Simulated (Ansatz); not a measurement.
## Sensitivity of the G0W0 gap of NbInO4 (P2/c)

A base run on NbInO4 (P2/c), then changed inputs.

Program: Ansatz 0.2.0. Level of theory: G0W0 on r2SCAN, plane waves, PAW. Results are calculated unless marked as measured.

Report form: the programs' logs are mostly left out.

**1. The starting structure**

Symmetry: P2/c, No. 13, monoclinic system. The conventional cell has a = 4.835 Å, b = 5.771 Å, c = 5.144 Å, α = 90.00°, β = 91.13°, γ = 90.00°. Nearest to Nb lie 6 O at 1.88 to 2.15 Å. Nearest to In lie 6 O at 2.10 to 2.23 Å. Nearest to O lie 1 Nb at 1.88 Å and 2 In at 2.15 to 2.23 Å. O has 2 Nb at 1.98 to 2.15 Å and 1 In at 2.10 Å nearest. Farther neighbours and most contacts between anions are not listed.

As a file:

```cif
data_structure
_symmetry_space_group_name_H-M 'P 1'
_symmetry_Int_Tables_number 1
_cell_length_a 4.8355
_cell_length_b 5.7709
_cell_length_c 5.1440
_cell_angle_alpha 90.000
_cell_angle_beta 91.130
_cell_angle_gamma 90.000
_cell_volume 143.52
loop_
_atom_site_label
_atom_site_type_symbol
_atom_site_fract_x
_atom_site_fract_y
_atom_site_fract_z
_atom_site_occupancy
Nb1 Nb 0.00000 0.17790 0.25000 1
Nb2 Nb 0.00000 0.82210 0.75000 1
In3 In 0.50000 0.68250 0.25000 1
In4 In 0.50000 0.31750 0.75000 1
O5 O 0.26000 0.61800 0.90100 1
O6 O 0.74000 0.61800 0.59900 1
O7 O 0.74000 0.38200 0.09900 1
O8 O 0.26000 0.38200 0.40100 1
O9 O 0.21700 0.89800 0.43800 1
O10 O 0.78300 0.89800 0.06200 1
O11 O 0.78300 0.10200 0.56200 1
O12 O 0.21700 0.10200 0.93800 1
```

The cell and positions come from the Crystallography Open Database and are kept as given unless a step says otherwise. The default PAW set here is soft_2. Its files were made with PBE.

**2. The base run: 2×2×2 mesh, 306 empty bands, screening to 96 eV**

G0W0 replaces the xc potential by the self-energy, built once from these orbitals. Only a window of levels is corrected, while the sums run over the empty bands that the input names.

Input file input.yaml:

```yaml
crystal:
  lattice:
    - [4.8355, 0.0, 0.0]
    - [0.0, 5.7709, 0.0]
    - [-0.1014445258, 0.0, 5.1429996119]
  atoms:
    - { symbol: Nb, position: [0.0, 0.1779, 0.25] }
    - { symbol: Nb, position: [0.0, 0.8221, 0.75] }
    - { symbol: In, position: [0.5, 0.6825, 0.25] }
    - { symbol: In, position: [0.5, 0.3175, 0.75] }
    - { symbol: O, position: [0.26, 0.618, 0.901] }
    - { symbol: O, position: [0.74, 0.618, 0.599] }
    - { symbol: O, position: [0.74, 0.382, 0.099] }
    - { symbol: O, position: [0.26, 0.382, 0.401] }
    - { symbol: O, position: [0.217, 0.898, 0.438] }
    - { symbol: O, position: [0.783, 0.898, 0.062] }
    - { symbol: O, position: [0.783, 0.102, 0.562] }
    - { symbol: O, position: [0.217, 0.102, 0.938] }
kpoints:
  mp_grid: { grid: [2, 2, 2] }
hamiltonian:
  xc: r2scan
scf:
  occupations: { method: fixed }
gw:
  n_empty_bands: 306
  ecut_chi: 96
  qp_bands: [v4, c4]
  qp_kpoints: band_edges
  screening: { model: contour_deformation }
```

On the command line:

```bash
$ ansatz run input.yaml --threads 24 --pin off --max-ram 82944MiB --backend cuda --events-out ev --progress --plain --runs-dir out --devices 1 --max-vram 78GiB
```

Elapsed: 3.2 s, on 1 × NVIDIA GB200 (shared by 2 runs) with 24 threads of Arm Neoverse V2, shared host; peak memory 1.8 GiB.

This step gave:

- bands summed: 356
- RPA ε∞ on this mesh (eigenvalues): 4.469, 4.605, 4.860
- plane waves in the screening matrix: 295
- q-points in the mesh: 8
- G0W0 gap on the mesh: 5.029 eV
- k of the valence top: 0, -0.5, 0
- k of the conduction bottom: 0, -0.5, 0
- starting gap on the mesh: 3.908 eV
- Z at the valence top: 0.7583
- Z at the conduction bottom: 0.7923
- least direct G0W0 gap on the computed points: 5.029 eV

The gap on the mesh goes from 3.91 eV to 5.03 eV, a correction of +1.12 eV, though a band edge has moved to another state.

**3. Variant: larger pair-density box**

Edit input.yaml of step 2 so:

```diff
@@ -25,4 +25,4 @@
 gw:
-  n_empty_bands: 306
-  ecut_chi: 96
+  n_empty_bands: 325
+  ecut_chi: 100
   qp_bands: [v4, c4]
@@ -30 +30,2 @@
   screening: { model: contour_deformation }
+  ecutfock_ratio: 2
```

Elapsed: 3.8 s, on 1 × NVIDIA GB200 (shared by 2 runs) with 24 threads; peak memory 1.8 GiB; 12 s of CPU time.

The G0W0 gap on the mesh is 5.029 eV.

Against the base:

| setting | base | variant |
| --- | --- | --- |
| empty bands | 306 | 325 |
| screening cutoff (eV) | 96 | 100 |
| ecutfock ratio | - | 2 |

```
                                    quantity  variant   base
                    starting gap on the mesh    3.908  3.908
                        G0W0 gap on the mesh    5.029  5.029
least direct G0W0 gap on the computed points    5.029  5.029
                        Z at the valence top    0.758  0.758
                  Z at the conduction bottom    0.792  0.792
```

**4. Variant: guard bands**

Edit input.yaml of step 3 so:

```diff
@@ -25,4 +25,4 @@
 gw:
-  n_empty_bands: 325
-  ecut_chi: 100
+  n_empty_bands: 233
+  ecut_chi: 80
   qp_bands: [v4, c4]
@@ -30,2 +30,2 @@
   screening: { model: contour_deformation }
-  ecutfock_ratio: 2
+  n_guard_bands: 12
```

Run time: 2.6 s. Hardware: 1 × NVIDIA GB200 (shared by 2 runs) with 24 threads; peak memory 1.6 GiB; 11 s of CPU time.

The G0W0 gap on the mesh is 5.037 eV.

Against the base:

| setting | base | variant |
| --- | --- | --- |
| empty bands | 306 | 233 |
| screening cutoff (eV) | 96 | 80 |
| n guard bands | - | 12 |

```
                                    quantity  variant   base
                    starting gap on the mesh    3.908  3.908
                        G0W0 gap on the mesh    5.037  5.029
least direct G0W0 gap on the computed points    5.037  5.029
                        Z at the valence top    0.760  0.758
                  Z at the conduction bottom    0.794  0.792
```

**5. Summary of results**

| Property | Result |
| --- | --- |
| base | 5.03 eV, 3.2 s |
| larger pair-density box | 5.03 eV, 3.8 s |
| guard bands | 5.04 eV, 2.6 s |

**Reading.** Larger pair-density box: the gap moves by +0.0003 eV. The variant differs from the base in empty bands, screening cutoff and ecutfock ratio together, so the change can't be laid to one of them. Guard bands: the gap moves by +0.01 eV. The variant differs from the base in empty bands, screening cutoff and n guard bands together, so the change can't be laid to one of them. All runs here use a coarse mesh and modest cutoffs; they test settings and are not final values. The 2×2×2 mesh is coarse for this cell (its supercell is 10 Å along the shortest edge). The RPA ε∞ on it, from the r2SCAN start, is 4.47, 4.60 and 4.86; such meshes misread the long-range screening, most where the gap is narrow. The many-body steps are scalar-relativistic: spin-orbit coupling is not in them.

[Paths, hosts, dates, memory and timing lines, banners, echoed tables and standing remarks are left out of the program output.]

[Logs are printed without paths, hosts, clocks, repeated set-up lines and the standing remarks that a program may print on its own settings, such as how far it seeks lower states.]

[Runs of the session that timed out or met a known fault of the program may be left out.]

[Cells called generated may have been cut or substituted from an entry of the Crystallography Open Database or the Materials Project.]

[Hosts, paths, dates, database ids (printed as entryN), source tags and the programs' standing remarks are cut or masked in the printed files.]
